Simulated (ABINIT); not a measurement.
# Calculated records

```
Beyond one shot: PtS2 (P-3m1)
1.0
     3.54874    0.00000    0.00000
    -1.77437    3.07330    0.00000
     0.00000    0.00000    5.59707
Pt S
1 2
Direct
  0.00000 0.00000 0.00000
  0.66667 0.33333 0.77966
  0.33333 0.66667 0.22034
# method: RPA screening on LDA from quasiparticle energies and orbitals, plane waves, norm-conserving pseudopotentials (and 4 further levels or steps)
# program: ABINIT 10.8.3
# settings: cutoff 34 Ha, PseudoDojo scalar-relativistic 0.4.1 standard, norm-conserving, ngkpt (3, 3, 2), nband 61, ecuteps 4 Ha, gwcalctyp 28, inclvkb 2, shiftk (0, 0, 0), symchi 1, awtr 1, frequency ppm, cycle 7, q points all but q = 0, 3×3×2 k-mesh
# cost: 22 runs, 2.8 min in all on 8 MPI ranks of Arm Neoverse V1, shared host
# notes: The program’s warnings: nproc spkpt=  >= nkpt= * nsppol=. The cell and positions are those that the Materials Project relaxed with its own functionals (PBE, PBE+U or r2SCAN), kept fixed. Limits: no spin polarisation; d states lean on the start; no spin-orbit coupling. The first cycle of QSGW takes the full correction, without the factor Z, so it overshoots the one-shot value. The 3×3×2 mesh is coarse for this cell, which bears on the long-range parts of exchange and screening. The runs have no spin polarisation. For a closed low-spin shell that is the natural state; where a d or f shell is open it is a constraint, and the gap is then not the crystal’s own.
# G0W0: 2.519 eV
# QSGW, cycle 1: 2.850 eV
# QSGW, cycle 2: 2.695 eV
# QSGW, cycle 3: 2.533 eV
# QSGW, cycle 4: 2.499 eV
# QSGW, cycle 5: 2.529 eV
# QSGW, cycle 6: 2.546 eV
# QSGW, cycle 7: 2.541 eV
# known limits: short of the basis limit; no spin polarisation; d states lean on the start; no spin-orbit coupling; coarse k mesh
```

[Long decimals in the printed logs are rounded to 6 places.]

[Logs are printed without paths, hosts, clocks, repeated set-up lines and the standing remarks that a program may print on its own settings, such as how far it seeks lower states.]

[Paths, hosts, dates, memory and timing lines, banners, echoed tables and standing remarks are left out of the program output; an Ansatz launch command may be rebuilt from the run's recorded settings. Measured values are a selection of at most five: reports struck by readers or far from the other reports are left out. None is set beside runs whose start may be inverted or whose files or cutoffs have a known fault.]

[Runs of the session that timed out or met a known fault of the program may be left out.]

[Hosts, paths, dates, database ids (printed as entryN), source tags and the programs' standing remarks are cut or masked in the printed files.]

[G0W0 gaps are taken among the corrected bands and points alone; a level outside them can change the order at an edge.]

[Where Ansatz stands beside ABINIT at settings called matched, ABINIT's density can come from a denser mesh and the files from another edition; pairs whose starting gaps differed by over 0.03 eV were left out, so agreement reads better than it is.]
